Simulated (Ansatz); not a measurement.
## Changed inputs in constrained RPA: NaHoF4 (P4/mmm)

Wanted: the sensitivity and cost of U and J for NaHoF4 (P4/mmm).

Calculated with Ansatz 0.2.0; constrained RPA on LDA, plane waves, PAW.

**1. Starting point**

The structure is tetragonal, space group P4/mmm (No. 123). The conventional cell has a = 3.760 Å, b = 3.760 Å, c = 5.411 Å, α = 90.00°, β = 90.00°, γ = 90.00°. Na has 8 F at 2.37 Å nearest. Nearest to Ho lie 8 F at 2.26 Å. Nearest to F lie 2 Ho at 2.26 Å and 2 Na at 2.37 Å. Farther neighbours and most contacts between anions are not listed.

The cell and positions are those that the Materials Project relaxed with its own functionals (PBE, PBE+U or r2SCAN), kept fixed. Spin-orbit coupling is left out unless a step names it. The default PAW set here is soft_2. Its files were made with PBE.

**2. Base: Ho f, bands v5 to c2, 4×4×4 mesh, medium accuracy**

Constrained RPA screens the interaction with every transition except those inside the target bands, which a later many-body model would treat itself.

Input file input.yaml:

```yaml
crystal:
  lattice:
    - [0.0, -2.65854657, 2.65854657]
    - [0.0, -2.65854657, -2.65854657]
    - [5.41067548, 0.0, 0.0]
  atoms:
    - { symbol: Na, position: [0.0, 0.0, 0.0] }
    - { symbol: Ho, position: [0.5, 0.5, 0.5] }
    - { symbol: F, position: [0.5, 0.0, 0.73274685] }
    - { symbol: F, position: [0.0, 0.5, 0.26725315] }
    - { symbol: F, position: [0.5, 0.0, 0.26725315] }
    - { symbol: F, position: [0.0, 0.5, 0.73274685] }
kpoints:
  mp_grid: { grid: [8, 8, 4] }
hamiltonian:
  xc: lda
scf:
  occupations: { method: gaussian, width: 0.08 }
  n_extra_bands: 21
  max_iter: 150
output:
  crpa:
    kmesh: [4, 4, 4]
    target_bands: [v5, c2]
    projections: [{ species: Ho, l: f, shell: 4 }]
  local_orbitals:
    kmesh: [8, 8, 8]
    orbitals: [{ species: Ho, l: f, shell: 4 }]
    window: { bands: [v5, c2] }
    seedname: lo
```

The run is started by

```sh
> ansatz run input.yaml --threads 4 --pin off --max-ram 9216MiB --backend cpu --events-out ev --progress --plain --runs-dir out
```

Numbers of over 12 decimals in the logs are rounded to 6 here.

What it wrote:

```text
Ho: projections on atomic orbitals take those of the free atom [Kr 4d10] 4f11 5s2 5p6 5d0 6s2, of charge +0.00 (hamiltonian.pseudopotentials.projection_atoms); the dataset's partial waves leave at most 4.5e-4 of an orbital's norm unspanned inside its sphere
scf.n_extra_bands = 21 over 29 filled bands (N_el = 58.0): the run solves 50 bands
Engine: ansatz 0.2.0, aarch64-unknown-linux-gnu
Pseudopotentials: kind: paw
Pseudopotential: Na, paw, valence charge 9, recommended cutoff 420 eV (normal), Na.paw.azcp
Pseudopotential: Ho, paw, valence charge 21, recommended cutoff 420 eV (normal), Ho.paw.azcp
Pseudopotential: F, paw, valence charge 7, recommended cutoff 420 eV (normal), F.paw.azcp
Functional definition: SPW92
  exchange = slater_x
  correlation = pw_c
Crystal: 6 atoms, lattice volume = 76.484 Å³
Basis set: ecut = 420 eV, 1475 PW (Γ)
Bands: 50, of which v1, the nominal top of the filled ones, is band 29 counted from 1 (28 counted from 0)
Symmetry: 16 space group operations
Space group: P4/mmm (ITA 123), of the structure as read, at distance tolerance 4.2e-5 Å
k-points: 45 of 256
Non-local potential: Na, projectors of the file, l = 0: 3, l = 1: 2, l = 2: 1
Non-local potential: Ho, projectors of the file, l = 0: 3, l = 1: 2, l = 2: 2, l = 3: 3
Non-local potential: F, projectors of the file, l = 0: 2, l = 1: 2, l = 2: 1
PAW form: soft (Blöchl's): semilocal exchange-correlation on the pseudo side does not see the compensation charge
PAW frozen core: Na, regenerated for the run's functional, and the local potential with it (the file was generated under x = pbe(κ = 0.804, μ = 0.219515), c = pbe(β = 0.066725))
PAW frozen core: Ho, regenerated for the run's functional, and the local potential with it (the file was generated under x = pbe(κ = 0.804, μ = 0.219515), c = pbe(β = 0.066725))
PAW frozen core: F, regenerated for the run's functional, and the local potential with it (the file was generated under x = pbe(κ = 0.804, μ = 0.219515), c = pbe(β = 0.066725))
PAW one-centre angular grid: Na, 110 points (default); XC on 64 Gauss nodes
PAW one-centre angular grid: Ho, 590 points (default); XC on 64 Gauss nodes
PAW one-centre angular grid: F, 110 points (default); XC on 64 Gauss nodes
Initial density: superposition of atomic densities (neutral atoms: chi_scale 0, normalization atom), corrected by the library's trained network
Initial wavefunctions: pseudopotential atomic-orbital guess
Functional: x = slater, c = lda
SCF iter   1: F=—  HF=-15748.670870 eV  |F-HF|=—  |Δ(HF+E_count)|=         —  Δρ=3.75e-2  dr2=7.75e-1  ethr=1.77e-3  ⟨swp⟩=5.5  Hψ=9890  notcnv=0  defer=269
preconditioner: auto → LDOS  [metal: Δε(μ)=0.002 eV  Ē_g=21.717 eV  σ=0.080 eV  W_gap=0.01  n_scr=20 (ndim 8)  ℏωp=31.2 eV  f_vac=0.159  D(μ)=36.60/eV (n_scr^D=1056)  β→1.0]
[...]
NSCF: frozen V_eff on 79 k-points
NSCF: frozen V_eff on 18 k-points
[...]
cRPA screening: q 1/64
cRPA screening: q 2/64
cRPA screening: q 4/64 (q-point 3)
cRPA screening: q 5/64
cRPA screening: q 9/64 (q-point 6)
cRPA screening: q 17/64 (q-point 7)
cRPA screening: q 21/64 (q-point 9)
cRPA screening: q 23/64 (q-point 10)
cRPA screening: q 27/64 (q-point 11)
cRPA screening: q 29/64 (q-point 21)
cRPA screening: q 33/64 (q-point 22)
[...]
cRPA screening: q 57/64 (q-point 27)
cRPA screening: q 61/64 (q-point 41)
cRPA screening: q 62/64 (q-point 42)
cRPA screening: q 64/64 (q-point 43)
SCF converged after 24 iterations
Free energy (F): -15748.476558 eV
Harris-Foulkes:  -15748.476558 eV  (|F-HF|=1.32e-8)
Internal energy: -15748.289335 eV  (E = F + TS)
E sigma→0 (E₀):  -15748.382946 eV
Entropy (-TS):   -0.187223 eV (-31.204 meV/atom)
Fermi energy:    5.957780 eV
--- Per-component energies (eV) ---
  E_band       = -344.066212
  E_kinetic    = 1319.891871
  E_local      = -7459.623524  (includes V_loc(G=0)·N_el)
  E_nonlocal   = 1043.532327
  E_hartree    = 2972.507095
  E_xc         = -547.441984
  E_vxc        = -681.987031  (∫ρ·V_xc dr)
  E_paw        = -7770.598463  (= ΣΔE_a)
  E_vpaw       = -510.907429  (= ΣTr[D̂ρ^β])
  E_aug_tail   = 0.008270  (compensation charges beyond the density's cutoff)
  E_ewald      = -5308.882983
  E_core_change = 2.318057  (= ΣΔE_core)
  E_smearing   = -0.187223  (= −TS)
  E_closure    = 0.000000  (closes the sum)
  Σ components = -15748.476558   (vs F -15748.476558, Δ=0.00e0)
--- Band table (eV; the first three rows and the last of 45) ---
  k-point 0: bands = [... 25 lower, 5.8907, 5.8907, 5.9429, 5.9999, 6.0163, 6.0163, 10.9541, 11.9569, ... 17 higher]
  k-point 1: bands = [... 25 lower, 5.8910, 5.8910, 5.9167, 5.9753, 6.0186, 6.0186, 11.5158, 12.0986, ... 17 higher]
  k-point 2: bands = [... 25 lower, 5.8914, 5.8914, 5.8938, 5.9562, 6.0209, 6.0209, 12.1696, 13.0111, ... 17 higher]
  k-point 44: bands = [... 25 lower, 5.8320, 5.8365, 5.9173, 5.9173, 5.9323, 6.1373, 12.0113, 13.3129, ... 17 higher]
--- cRPA (band scheme, projected local orbitals): target bands 25..31 (1-based), 7 Wannier function(s), 4×4×4 mesh, 62 bands' worth read of 67 solved, ecut_chi 136.0 eV, v(q+G=0) probe_charge, pair densities all_electron ---
  χ-basis size per q: N_G = 260..288
  window electrons = 10.0000, filled by tetrahedron_uncorrected; constrained ε̄⁻¹(q = 0, 0) head = 0.399254; min gauge Gram eig = 0.8127
  Kanamori averages over each shell's own Wannier functions (sites counted from 0, functions from 1):
    Site 1, 4F, 7 of 7 f orbitals (Wannier functions 1, 2, 3, 4, 5, 6, 7; wannier90's mr 1, 2, 3, 4, 5, 6, 7):
      screened: U = 8.7882 eV, U' = 7.2571 eV, J = 0.7105 eV
      screened f-shell averages: U_bar = F0 = 7.4759 eV, J_bar = 0.9292 eV
      screened, to within: U = 1.7e-2 eV, U' = 1.7e-2 eV, J = 1.6e-3 eV
      screened f-shell averages, to within: U_bar = 1.4e-2 eV, J_bar = 2.0e-3 eV
      bare: V = 32.1050 eV, V' = 30.2076 eV, J = 0.8710 eV
      bare f-shell averages: V_bar = F0 = 30.4786 eV, J_bar = 1.1421 eV
  Hermiticity witness max|P − P†| over intra, direct and exchange elements: 2.13e-14 eV (screened), 3.55e-15 eV (bare)
  Reality witness max|Im| over intra, direct and exchange elements: 1.72e-18 eV (screened), 4.81e-18 eV (bare)
```

The job ended after 11 min (4 threads of Arm Neoverse V1, shared host; peak memory 0.8 GiB; 44 min of CPU time).

This step gave:

- U: 8.788 eV
- U prime (inter-orbital): 7.257 eV
- J: 0.7105 eV
- bare V: 32.10 eV
- bare J: 0.8710 eV
- stated bound on U: 0.01628 eV
- U over bare V: 0.2737
- electrons in the window: 10.00
- head of the constrained inverse dielectric matrix: 0.3993
- least eigenvalue of the projection's overlap: 0.8127
- target functions: 7
- bands in the sums: 62
- r.m.s. miss of the model bands: 9.45e-6 eV
- width of the target bands: 0.3273 eV
- weight of the projected orbitals in the window: 0.9509

On the Ho f shell, screening brings the on-site interaction from 32.1 eV down to U = 8.79 eV.

**3. Changed: 4×4×2 mesh**

Edit input.yaml of step 2 so:

```diff
@@ -22,9 +22,4 @@
   crpa:
-    kmesh: [4, 4, 4]
+    kmesh: [4, 4, 2]
     target_bands: [v5, c2]
     projections: [{ species: Ho, l: f, shell: 4 }]
-  local_orbitals:
-    kmesh: [8, 8, 8]
-    orbitals: [{ species: Ho, l: f, shell: 4 }]
-    window: { bands: [v5, c2] }
-    seedname: lo
```

What it wrote:

```text
[...]
Crystal: 6 atoms, lattice volume = 76.484 Å³
Basis set: ecut = 420 eV, 1475 PW (Γ)
Bands: 50, of which v1, the nominal top of the filled ones, is band 29 counted from 1 (28 counted from 0)
Symmetry: 16 space group operations
[...]
k-points: 45 of 256
[...]
SCF iter   1: F=—  HF=-15748.670870 eV  |F-HF|=—  |Δ(HF+E_count)|=         —  Δρ=3.75e-2  dr2=7.75e-1  ethr=1.77e-3  ⟨swp⟩=5.5  Hψ=9890  notcnv=0  defer=269
[...]
SCF iter  24: F=-15748.476558 eV  HF=-15748.476558 eV  |F-HF|=1.32e-8  |Δ(HF+E_count)|=   6.49e-9  Δρ=5.36e-6  dr2=8.25e-9  ethr=1.72e-10  ⟨swp⟩=9.9  Hψ=9595  notcnv=0
SCF 1 converged in 24 iterations: F = -15748.476558 eV  dr2 = 8.25e-9
[...]
NSCF: frozen V_eff on 12 k-points
[...]
cRPA screening: q 1/32
cRPA screening: q 2/32
cRPA screening: q 3/32
cRPA screening: q 7/32 (q-point 4)
cRPA screening: q 11/32 (q-point 5)
[...]
E sigma→0 (E₀):  -15748.382946 eV
Entropy (-TS):   -0.187223 eV (-31.204 meV/atom)
Fermi energy:    5.957780 eV
[...]
--- Band table (eV; the first three rows and the last of 45) ---
  k-point 0: bands = [... 25 lower, 5.8907, 5.8907, 5.9429, 5.9999, 6.0163, 6.0163, 10.9541, 11.9569, ... 17 higher]
  k-point 1: bands = [... 25 lower, 5.8910, 5.8910, 5.9167, 5.9753, 6.0186, 6.0186, 11.5158, 12.0986, ... 17 higher]
  k-point 2: bands = [... 25 lower, 5.8914, 5.8914, 5.8938, 5.9562, 6.0209, 6.0209, 12.1696, 13.0111, ... 17 higher]
  k-point 44: bands = [... 25 lower, 5.8320, 5.8365, 5.9173, 5.9173, 5.9323, 6.1373, 12.0113, 13.3129, ... 17 higher]
[...]
χ-basis size per q: N_G = 260..288
[...]
screened: U = 8.7268 eV, U' = 7.1959 eV, J = 0.7103 eV
      screened f-shell averages: U_bar = F0 = 7.4146 eV, J_bar = 0.9290 eV
      screened, to within: U = 1.6e-2 eV, U' = 1.6e-2 eV, J = 1.5e-3 eV
      screened f-shell averages, to within: U_bar = 1.3e-2 eV, J_bar = 2.0e-3 eV
      bare: V = 32.1055 eV, V' = 30.2083 eV, J = 0.8708 eV
      bare f-shell averages: V_bar = F0 = 30.4793 eV, J_bar = 1.1419 eV
[...]
[key lines of the parts left out:]
SCF converged after 24 iterations
Free energy (F): -15748.476558 eV
```

Wall time 4.9 min (4 threads); peak memory 0.71 GiB.

Numbers from this step:

* U: 8.727 eV
* U prime (inter-orbital): 7.196 eV
* J: 0.7103 eV
* bare V: 32.11 eV
* bare J: 0.8708 eV
* stated bound on U: 0.01567 eV
* U over bare V: 0.2718
* electrons in the window: 10.00
* head of the constrained inverse dielectric matrix: 0.3990
* least eigenvalue of the projection's overlap: 0.8127
* target functions: 7
* bands in the sums: 62
* width of the target bands: 0.3273 eV
* weight of the projected orbitals in the window: 0.9509

On the Ho f shell, screening brings the on-site interaction from 32.1 eV down to U = 8.73 eV.

**4. Changed: 2×2×2 mesh**

Edit input.yaml of step 3 so:

```diff
@@ -22,3 +22,3 @@
   crpa:
-    kmesh: [4, 4, 2]
+    kmesh: [2, 2, 2]
     target_bands: [v5, c2]
```

What it wrote:

```text
[...]
Crystal: 6 atoms, lattice volume = 76.484 Å³
Basis set: ecut = 420 eV, 1475 PW (Γ)
Bands: 50, of which v1, the nominal top of the filled ones, is band 29 counted from 1 (28 counted from 0)
Symmetry: 16 space group operations
[...]
k-points: 45 of 256
[...]
χ-basis size per q: N_G = 260..288
[...]
screened: U = 9.7917 eV, U' = 8.2663 eV, J = 0.7092 eV
      screened f-shell averages: U_bar = F0 = 8.4842 eV, J_bar = 0.9271 eV
      screened, to within: U = 2.5e-2 eV, U' = 2.5e-2 eV, J = 1.6e-3 eV
      screened f-shell averages, to within: U_bar = 2.2e-2 eV, J_bar = 2.0e-3 eV
      bare: V = 32.0951 eV, V' = 30.2005 eV, J = 0.8693 eV
      bare f-shell averages: V_bar = F0 = 30.4712 eV, J_bar = 1.1400 eV
[...]
[key lines of the parts left out:]
SCF converged after 24 iterations
Free energy (F): -15748.476558 eV
Fermi energy:    5.957780 eV
```

The job ended after 47 s (4 threads; peak memory 0.67 GiB; 2.8 min of CPU time).

This step gave:

| Quantity | Value |
| --- | --- |
| U | 9.792 eV |
| U prime (inter-orbital) | 8.266 eV |
| J | 0.7092 eV |
| bare V | 32.10 eV |
| bare J | 0.8693 eV |
| stated bound on U | 0.02453 eV |
| U over bare V | 0.3051 |
| electrons in the window | 10.00 |
| head of the constrained inverse dielectric matrix | 0.4137 |
| least eigenvalue of the projection's overlap | 0.8127 |
| target functions | 7 |
| bands in the sums | 62 |
| width of the target bands | 0.3273 eV |
| weight of the projected orbitals in the window | 0.9509 |

On the Ho f shell, screening brings the on-site interaction from 32.1 eV down to U = 9.79 eV.

**5. Changed: sums without a band count**

Edit input.yaml of step 4 so:

```diff
@@ -22,4 +22,5 @@
   crpa:
-    kmesh: [2, 2, 2]
+    kmesh: [4, 4, 4]
     target_bands: [v5, c2]
     projections: [{ species: Ho, l: f, shell: 4 }]
+    accuracy: sum_over_states
```

What it wrote:

```text
Error: 2 input errors — fix all and re-run
  1. invalid value for `output.crpa.n_empty_bands`: is left out, and the sums over bands alone (accuracy: sum_over_states under output.crpa) have no default for it, since their result follows it; type one, or take accuracy: low, medium or high under output.crpa
  2. invalid value for `output.crpa.ecut_chi`: is left out, and the sums over bands alone (accuracy: sum_over_states under output.crpa) have no default for it, since their result follows it; type one, or take accuracy: low, medium or high under output.crpa
```

It took 0.21 s on 4 threads; peak memory 0.092 GiB.

The program refused the input before any cycle.

The program's message: “Error: 2 input errors — fix all and re-run”

The fault put into this input: sums without a band count.

(Continued in part 2 of 2.)

[Paths, hosts, dates, memory and timing lines, banners, echoed tables and standing remarks are left out of the program output.]

[Logs are printed without paths, hosts, clocks, repeated set-up lines and the standing remarks that a program may print on its own settings, such as how far it seeks lower states.]

[Runs of the session that timed out or met a known fault of the program may be left out.]

[Hosts, paths, dates, database ids (printed as entryN), source tags and the programs' standing remarks are cut or masked in the printed files.]
